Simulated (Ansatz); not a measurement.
# Ta-Al-Ta stack of (111) layers: lattice stability ahead of a resistivity run, part 3 of 3

Question: is the lattice of Ta-Al-Ta stack of (111) layers stable, and if so, what are its coupling constant and resistivity?

Ansatz 0.2.0; DFT PBEsol, scalar-relativistic, plane waves, PAW.

So far. Step 4 (Phonons by linear response: q 2×2×1, k 6×6×1): Among the solved wavevectors the lowest mode, translations apart, is 22.4 cm⁻¹, so these are real on this k mesh. Step 5 (Electron–phonon run: q 3×3×1, k 9×9×1, scattering …): The self-energy step leaves a mode imaginary somewhere between the solved wavevectors, and the run stops; that can be an artefact of the interpolation at long waves.

**6. Coupling and resistivity: q 6×6×1, k 18×18×1, scattering 24×24×1**

The next rung changes the q mesh, which sets the reach of the force constants and couplings; the k mesh of the density and its response; the scattering mesh, which samples the Fermi surface.

Contents of input.yaml:

```yaml
crystal:
  lattice:
    - [2.7920637425, 0.0, 0.0]
    - [-1.3960318712, 2.41799813, 0.0]
    - [0.0, 0.0, 33.1530758754]
  atoms:
    - { symbol: Ta, position: [0.0, 0.0, 0.1650339095] }
    - { symbol: Al, position: [0.3333333333, 0.6666666667, 0.2364266299] }
    - { symbol: Ta, position: [0.6666666667, 0.3333333333, 0.3078193503] }
  periodic: [true, true, false]
kpoints:
  mp_grid: { grid: [18, 18, 1] }
hamiltonian:
  xc: pbesol
scf:
  occupations: { method: methfessel_paxton, width: 0.2 }
output:
  eigenvalues: true
phonons:
  method: dfpt
  qmesh: [6, 6, 1]
  temperatures: { t_max: 1000, t_step: 50 }
  qpath:
    path:
      - [0.0, 0.0, 0.0]
      - [0.5, 0.0, 0.0]
      - [0.33333333, 0.33333333, 0.0]
      - [0.0, 0.0, 0.0]
    npoints: 10
  electrical_resistivity:
    mesh: [24, 24, 1]
    temperatures: [20.0, 50.0, 77.0, 100.0, 150.0, 200.0, 300.0, 400.0, 600.0, 800.0]
```

Run with:

```
> ansatz run input.yaml --threads 4 --pin off --max-ram 16384MiB --backend cpu --events-out ev --progress --plain --runs-dir out
```

The program printed:

```text
[the first part of the log is left out]
  E_vpaw       = -233.804835  (= ΣTr[D̂ρ^β])
  E_aug_tail   = 0.000288  (compensation charges beyond the density's cutoff)
  E_ewald      = 29738.718187
  E_core_change = 0.446432  (= ΣΔE_core)
  E_smearing   = -0.003915  (= −TS)
  E_closure    = -0.000000  (closes the sum)
  Σ components = -20134.922035   (vs F -20134.922035, Δ=0.00e0)
--- Band table (eV; the first three rows and the last of 37) ---
  k-point 0: bands = ["-73.1029", "-73.1028", "-39.7697", "-39.7662", "-38.8868", "-38.8868", "-38.8868", "-38.8868", "-15.0834", "-12.4550", "-10.8750", "-7.7889", "-5.8436", "-5.6376", "-4.7241", "-4.7241", "-4.7228", "-4.7228", "-1.0851"]
  k-point 1: bands = ["-73.0988", "-73.0988", "-39.7629", "-39.7595", "-38.9339", "-38.9338", "-38.8972", "-38.8972", "-14.9984", "-12.3180", "-10.7367", "-7.7325", "-5.8243", "-5.6633", "-4.8770", "-4.8707", "-4.5960", "-4.5931", "-1.5360"]
  k-point 2: bands = ["-73.0870", "-73.0870", "-39.7434", "-39.7402", "-39.0678", "-39.0677", "-38.9271", "-38.9270", "-14.7489", "-11.9258", "-10.3388", "-7.5814", "-5.7902", "-5.7372", "-5.2648", "-5.2420", "-4.2155", "-4.2096", "-2.2391"]
  k-point 36: bands = ["-72.9481", "-72.9481", "-39.9005", "-39.9001", "-39.8966", "-39.8966", "-39.5112", "-39.5112", "-8.3221", "-8.0990", "-8.0990", "-7.2302", "-5.7682", "-5.7641", "-5.7641", "-5.7594", "-5.5762", "-5.5762", "-1.7132"]
--- Phonons (Γ-DFPT): 6 representative perturbations + reference (Σ response iterations 29) ---
  ASR residual: 1.135e-4 → 0.000e0 eV/Å²; symmetrization residual: 1.365e-7 eV/Å²
  The last average, over the group as it would stand without the narrowing to the FFT grids, took up to 1.886e-7 eV/Å² of the zone centre's force constants
  ASR residual per site (eV/Å²): 3.46e-5 1.13e-4 3.46e-5
  Γ frequencies (cm⁻¹): 0.00 0.00 0.00 36.02 36.02 96.36 147.64 147.64 302.79
--- Phonons (arbitrary-q DFPT): 7 irreducible q on the 6×6×1 mesh ---
  q = [0.0000, 0.0000, 0.0000] (star 1, of the zone-centre solve; hermiticity 3.23e-8, symmetrization 3.90e-12, taken by the last average 2.23e-8): -0.00 -0.00 0.00 36.02 36.02 96.36 147.64 147.64 302.79
  q = [0.0000, 0.1667, 0.0000] (star 6, 9 solved perturbations on 171 of 324 k-point pairs; hermiticity 2.60e-8, symmetrization 4.20e-10, taken by the last average 2.21e-8): 23.70 29.88 36.26 73.89 88.75 96.57 165.33 195.54 306.72
  q = [0.0000, 0.3333, 0.0000] (star 6, 9 solved perturbations on 171 of 324 k-point pairs; hermiticity 3.00e-8, symmetrization 5.75e-10, taken by the last average 4.05e-8): 24.59 48.53 57.91 71.77 100.88 109.26 196.14 281.02 307.41
  q = [0.0000, -0.5000, 0.0000] (star 3, 9 solved perturbations on 91 of 324 k-point pairs; hermiticity 5.24e-6, symmetrization 2.60e-6, taken by the last average 2.97e-8): -9.08 40.34 78.62 83.71 133.76 137.44 208.32 303.19 325.10
  q = [0.1667, 0.1667, 0.0000] (star 6, 6 solved perturbations in 1485 linear systems a pass and spin channel, the states on 324 of 324 k-point pairs; hermiticity 1.42e-8, symmetrization 3.45e-11, taken by the last average 2.75e-8): -10.81 39.86 57.88 78.58 83.87 97.00 200.54 258.70 308.17
  q = [0.1667, 0.3333, 0.0000] (star 12, 9 solved perturbations on 324 of 324 k-point pairs: no pair is spared here; hermiticity 1.12e-8, symmetrization 0.00e0, taken by the last average 2.74e-8): -47.28 33.28 99.31 101.94 133.57 147.77 236.90 300.16 310.38
  q = [0.3333, 0.3333, 0.0000] (star 2, 6 solved perturbations in 705 linear systems a pass and spin channel, the states on 171 of 324 k-point pairs; hermiticity 9.26e-9, symmetrization 2.18e-9, taken by the last average 2.02e-8): 28.32 28.32 131.22 131.22 152.76 164.36 283.71 283.71 305.59
  sum rule: each row above includes the acoustic sum rule's correction from the zone centre's row sums; it moved no ω² by more than (1.07 cm⁻¹)²
  mesh force constants: q→R imaginary residual 1.53e-18; ASR residual 1.135e-4 → 0.000e0 eV/Å²; symmetrization residual 7.994e-15 eV/Å²
  interpolated dispersion: 31 rows × 9 modes
  density of states and harmonic sums: on the 30×30×1 q-mesh, interpolated from the force constants of a 6×6×1 supercell (no non-analytic term)
  largest difference from the sums on the solved wave vectors: F 2.44e-2 eV, S 2.79e-5 and C_V 3.45e-6 eV/K
  zero-point energy: 0.075923 eV/cell   skipped modes (ω ≤ 0): 56, of them read as no rigid motion or as one in doubt: 53 (6.233e-1 modes/cell left out, lowest -52.53 cm⁻¹)   left out of the sums: 6.96e-2 of the cell's modes: C_V's classical limit lies that fraction below 3 k_B per atom; for a crystal, a wire or a layer, F and S can be off by more, and a phonons.interpolated_qmesh denser along its periods is the remedy for the sampling
Error: electrical resistivity: the mode of lowest frequency at the wavevector [0.1250, 0.4167, 0.0000] is imaginary, -52.13 cm⁻¹ (written negative): the force constants describe an unstable lattice; relax the structure, enlarge phonons.supercell (under dfpt, kpoints.mp_grid), or, with a block electrical_resistivity or superconductivity, name a file of force constants under which the crystal is stable (phonons.electron_phonon_force_constants)
The harmonic force constants that this run solved are whole in <dir>
```

Elapsed: 19 min, on 4 threads of Arm Neoverse V1, shared host; peak memory 2.9 GiB.

The run ended with an error.

The program's message: “electrical resistivity: the mode of lowest frequency at the wavevector [0.1250, 0.4167, 0.0000] is imaginary, -52.13 cm⁻¹ (written negative): the force constants describe an unstable lattice; relax th …”

The run stops because a mode is imaginary on the scattering mesh, where no scattering rate is defined; denser k meshes, other smearings and, between solved wavevectors, finer q meshes show whether the instability is real.

**7. What came out**

```yaml
lowest_mode_solved_in_a_later_run_q_6x6x1_k_18x18x1_scattering_24x24x1: 47.3i cm⁻¹
phonon_run_of_the_rows_without_a_label_of_their_own: PBEsol, q 2×2×1, k 6×6×1
softest_mode_on_the_q_mesh: 22.4 cm⁻¹ at q = (0, 0, 0)
highest_frequency_solved_or_plainly_interpolated: 310 cm⁻¹
```

What this shows: No coupling constant or resistivity was obtained: the scattering run stopped at an imaginary mode. Spin–orbit coupling, left out here, matters for Ta. The structure was built by hand as an ordered model, and its stability against other phases was not tested.

[Logs are printed without paths, hosts, clocks, repeated set-up lines and the standing remarks that a program may print on its own settings, such as how far it seeks lower states.]

[Hosts, paths, dates, database ids (printed as entryN), source tags and the programs' standing remarks are cut or masked in the printed files.]
